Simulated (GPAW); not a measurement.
# TiTe2: optical spectrum from first principles, part 2 of 2

Aim: the dielectric function of TiTe2, and the optical constants that follow from it.

GPAW 26.7.0; DFT, PBE, plane-wave PAW (GPAW data sets), scalar-relativistic, RPA, optical limit.

So far. Step 2 (Ground state): There are states at the Fermi level within the smearing, so the occupations stay smeared and the carriers get a Drude term.

## Step 4: Dielectric function, RPA

Local fields let the induced charge screen the field inside the cell, which as a rule lowers ε, most along directions where the density is uneven.

This step: DFT, PBE, plane-wave PAW (GPAW data sets), scalar-relativistic, RPA, optical limit (GPAW 26.7.0).

Contents of df.py:

```python
from gpaw.response.df import DielectricFunction

df = DielectricFunction('full.gpw', frequencies={'type': 'nonlinear', 'domega0': 0.03, 'omega2': 8},
                        ecut=50,
                        eta=0.15,
                        nbands=51,
                        rate=0.05,
                        txt='df.txt')
for direction in ['x', 'z']:
    df.get_dielectric_function(xc='RPA', direction=direction, filename=f'df_{direction}.csv')
```

On the command line:

```sh
OMP_NUM_THREADS=1 python df.py
```

Numbers of over 12 decimals in the logs are rounded to 6 here.

What it wrote:

```text
Using integrator: PointIntegrator
NonLinearFrequencyDescriptor(from 0.000 to 89.957 eV, 531 points)
Nonperiodic BCs:  [False False False]
Using integrator: PointIntegrator
NonLinearFrequencyDescriptor(from 0.000 to 89.957 eV, 531 points)
Nonperiodic BCs:  [False False False]
Using integrator: PointIntegrator

Calculating chi0 body with:
    Ground state adapter containing:
    Number of spins: 1
    Number of kpoints: 1568
    Number of irreducible kpoints: 168
    Number of completely occupied states: 9
    Number of partially occupied states: 13

    Linear response parametrization:
    q_c: [0.0, 0.0, 0.0]
    Number of frequency points: 531
    Planewave cutoff: 50.0
    Number of bands: 51
    Number of planewaves: 67
    Broadening (eta): 0.15

Integrating chi0 body.

Symmetries of q_c:
    Direct symmetries (Uq -> q): 12
    Indirect symmetries (TUq -> q): 0
In total 12 allowed symmetries.

168 groups of equivalent kpoints. 89.285714% reduction.

Integral kind: spectral function

Calculating chi0 optical extensions with:
    Ground state adapter containing:
    Number of spins: 1
    Number of kpoints: 1568
    Number of irreducible kpoints: 168
    Number of completely occupied states: 9
    Number of partially occupied states: 13

    Linear response parametrization:
    Number of frequency points: 531
    Planewave cutoff: 50.0
    Number of bands: 51
    Number of planewaves: 67
    Broadening (eta): 0.15
Integrating chi0 head and wings.

Symmetries of q_c:
    Direct symmetries (Uq -> q): 12
    Indirect symmetries (TUq -> q): 0
In total 12 allowed symmetries.

168 groups of equivalent kpoints. 89.285714% reduction.

Integral kind: spectral function wings

Calculating drude chi0 with:
    Number of frequency points:531
    Plasma frequency decay rate: 0.05 eV

    Ground state adapter containing:
    Number of spins: 1
    Number of kpoints: 1568
    Number of irreducible kpoints: 168
    Number of completely occupied states: 9
    Number of partially occupied states: 13

Symmetries of q_c:
    Direct symmetries (Uq -> q): 12
    Indirect symmetries (TUq -> q): 0
In total 12 allowed symmetries.

168 groups of equivalent kpoints. 89.285714% reduction.

Integral kind: intraband
Plasma frequency:
[[3.35+0.j 0.  -0.j 0.  +0.j]
 [0.  -0.j 3.35+0.j 0.  +0.j]
 [0.  +0.j 0.  +0.j 2.44-0.j]]
```

Run time: 48 s. Hardware: 1 thread of Arm Neoverse V2, shared host; peak memory 0.36 GiB.

Read-outs, printed or worked out from the files:

* centre of weight of the strongest loss peak in the window: 18.14 eV

The Im ε has structure finer than the step of the table below, so its rows give means over 1 eV, whole bins alone (the curve runs from 0.305 to 26.3 eV). Peaks (eV: height): E ∥ x 0.7: 37.9; E ∥ z 2.7: 8.77, 3.8: 8.73, 6.8: 6.66.

Sum at mesh points, not converged in k. Table of Im ε by photon energy; means over each step:

```
photon energy (eV)  E ∥ x  E ∥ z
                 1   28.6   9.13
                 2   11.3   7.75
                 3   9.36   7.98
                 4   8.53   8.32
                 5   5.65   6.49
                 6   3.62   5.29
                 7   5.03   6.37
                 8   4.88   4.76
                 9   3.29   3.37
                10   2.20   2.46
                11   1.63   2.00
                12   1.41   1.69
                13   1.10   1.21
                14  0.940  0.933
                15  0.778  0.754
                16  0.540  0.548
                17  0.379  0.414
                18  0.295  0.324
                19  0.259  0.269
                20  0.221  0.240
                21  0.190  0.244
                22  0.198  0.221
                23  0.197  0.218
                24  0.183  0.205
                25  0.168  0.175
```

Values under 1 per cm are given as 1; sum at mesh points, not converged in k. The absorption coefficient by photon energy:

```
photon energy (eV)  E ∥ x (1/cm)  E ∥ z (1/cm)
             0.492         2.3e5         1.9e5
             1.010         4.2e5         1.5e5
             1.486         4.5e5         2.0e5
             1.985         4.5e5         2.6e5
             2.508         5.0e5         3.5e5
             3.018         6.2e5         4.5e5
             3.510         6.9e5         5.3e5
             3.980         8.3e5         6.9e5
             4.516         9.5e5         8.3e5
             4.981         9.4e5         7.9e5
             5.515         9.1e5         8.7e5
             6.021         7.8e5         8.7e5
             6.494         7.8e5         9.2e5
             6.985         9.8e5         1.2e6
             7.496         1.3e6         1.4e6
             8.026         1.5e6         1.5e6
             8.516         1.4e6         1.5e6
             9.023         1.5e6         1.4e6
             9.483         1.5e6         1.5e6
            10.026         1.4e6         1.4e6
            10.519         1.4e6         1.4e6
            11.029         1.3e6         1.4e6
            11.479         1.3e6         1.4e6
            12.023         1.3e6         1.5e6
            12.504         1.3e6         1.4e6
            13.000         1.3e6         1.4e6
            13.512         1.2e6         1.4e6
            14.040         1.2e6         1.3e6
            14.493         1.2e6         1.2e6
            14.960         1.2e6         1.3e6
            15.536         1.1e6         1.1e6
            16.031         1.1e6         1.0e6
            16.541         9.8e5         1.0e6
            16.959         8.5e5         9.2e5
            17.496         7.7e5         7.7e5
            18.049         6.4e5         6.9e5
            18.504         5.2e5         6.1e5
            18.969         5.0e5         5.2e5
            19.447         4.7e5         4.7e5
            20.061         4.0e5         4.1e5
            20.438         3.4e5         4.0e5
            20.953         3.2e5         4.3e5
            21.482         3.2e5         4.0e5
            22.024         3.2e5         3.5e5
            22.440         3.3e5         3.7e5
            23.009         3.3e5         3.7e5
            23.446         3.2e5         3.6e5
            24.042         3.1e5         3.5e5
            24.500         3.0e5         3.4e5
            24.968         2.9e5         3.1e5
            25.447         2.6e5         2.8e5
            25.935         2.4e5         2.5e5
```

Sum at mesh points, not converged in k. The Im ε, E ∥ x by photon energy; read off at these points:

```csv
photon energy (eV),without local fields,with local fields
0.7,38.5,37.7
1.0,31.1,30.9
2.0,11.2,10.9
3.0,10.2,9.56
4.0,8.87,8.56
5.0,5.60,5.52
6.0,3.63,3.51
7.0,5.83,5.01
7.6,6.87,5.92
8.0,5.64,4.89
9.0,4.10,3.46
10.0,2.50,2.20
11.0,1.81,1.60
12.0,1.62,1.48
13.0,1.13,1.08
14.0,0.693,0.916
15.0,0.523,0.803
16.0,0.365,0.546
17.0,0.276,0.367
18.0,0.231,0.295
19.0,0.212,0.266
20.0,0.163,0.220
21.0,0.155,0.189
22.0,0.152,0.194
23.0,0.130,0.200
24.0,0.115,0.184
25.0,0.0931,0.170
26.0,0.0803,0.140
```

The reflectivity at normal incidence has structure finer than the step of the table below, so its rows give means over 1 eV, whole bins alone (the curve runs from 0.305 to 26.3 eV). Peaks (eV: height): E ∥ x 9.5: 42.0; E ∥ z 8.1: 39.8, 12.5: 37.7, 15.2: 36.8.

Sum at mesh points, not converged in k. Table of reflectivity at normal incidence by photon energy; means over each step:

```csv
photon energy (eV),E ∥ x (%),E ∥ z (%)
1,61.3,37.7
2,43.7,31.8
3,38.1,32.0
4,39.6,33.8
5,38.5,31.7
6,25.9,27.7
7,27.0,33.4
8,38.8,38.4
9,38.9,37.2
10,40.4,36.4
11,36.8,33.5
12,33.4,35.0
13,32.8,35.6
14,31.1,34.4
15,31.8,33.8
16,33.1,31.8
17,29.4,29.1
18,22.1,21.0
19,13.4,14.5
20,9.92,9.10
21,6.07,6.47
22,4.37,5.00
23,3.62,4.02
24,2.98,3.48
25,2.59,3.02
```

Sum at mesh points, not converged in k. Loss function −Im 1/ε at q → 0 against energy loss; read off at these points:

```
energy loss (eV)   E ∥ x   E ∥ z
             1.0  0.0321  0.0858
             2.0  0.0909  0.0716
             3.0   0.103  0.0960
             4.0   0.117   0.105
             5.0   0.173   0.158
             6.0   0.284   0.195
             7.0   0.187   0.156
             8.0   0.185   0.189
             9.0   0.240   0.264
            10.0   0.319   0.330
            11.0   0.447   0.418
            12.0   0.533   0.445
            13.0   0.701   0.605
            14.0   0.851   0.816
            15.0   0.991   0.935
            16.0    1.44    1.55
            17.0    2.54    2.20
            17.7    3.09    3.05
            18.0    3.32    2.91
            18.3    3.41    3.02
            19.0    2.48    2.65
            20.0    1.90    1.74
            21.0    1.08    1.34
            22.0   0.837   0.951
            23.0   0.755   0.840
            24.0   0.611   0.714
            25.0   0.530   0.596
            26.0   0.390   0.437
```

At chosen wavelengths:

```csv
wavelength (nm),n x,k x,R (%) x,1/α x,n z,k z,R (%) z,1/α z
1550,4.34,4.270,62.9,29 nm,2.38,1.945,37.4,63 nm
633,2.42,2.285,42.8,22 nm,2.92,1.280,31.3,39 nm
532,2.37,2.161,40.8,20 nm,2.87,1.359,31.8,31 nm
450,2.48,2.019,38.7,18 nm,2.81,1.557,33.7,23 nm
365,2.26,1.910,36.7,15 nm,2.64,1.433,31.0,20 nm
248,1.49,1.855,38.2,11 nm,1.94,1.560,29.9,13 nm
193,1.61,1.169,21.3,13 nm,1.97,1.352,26.0,11 nm
```

In reflection the computed colour is grey: x = 0.316, y = 0.331, luminous reflectivity 36 %.

## Step 5: Summary of results

| Property | Result |
| --- | --- |
| centre of weight of the strongest loss peak in the window, first axis | 18.1 eV |

**Reading.** At this level (PBE, RPA) TiTe2 is a metal. The mesh is too coarse to trust the carriers' weight, the reflectivity or the colour to better than tens of per cent. In reflection the computed colour is grey: x = 0.316, y = 0.331, luminous reflectivity 36 %. The carriers' damping of 0.05 eV is typed, not computed; it shapes the response at the lowest energies. Spin-orbit coupling is left out although heavy atoms are present. The curves end at 26 eV, about where the summed bands run out. In this version of GPAW the matrix elements of the optical limit are incomplete, which can lower ε − 1 by up to a tenth where first-row anions or d states rule, and shift it by more in d metals. GPAW's carrier term has the form −ωp²/(ω + i·rate)², which damps like twice the rate and fails at low energy, so the curves leave the lowest energies out. The sum runs over mesh points 0.14 Å⁻¹ apart with no interpolation, so peaks are partly noise of the mesh, and the Drude plasma energy, a sum over the Fermi surface, isn't converged.

[Machine, clock and banner lines and Python warnings are left out of the logs.]

[Logs are printed without paths, hosts, clocks, repeated set-up lines and the standing remarks that a program may print on its own settings, such as how far it seeks lower states.]

[Hosts, paths, dates, database ids (printed as entryN), source tags and the programs' standing remarks are cut or masked in the printed files.]
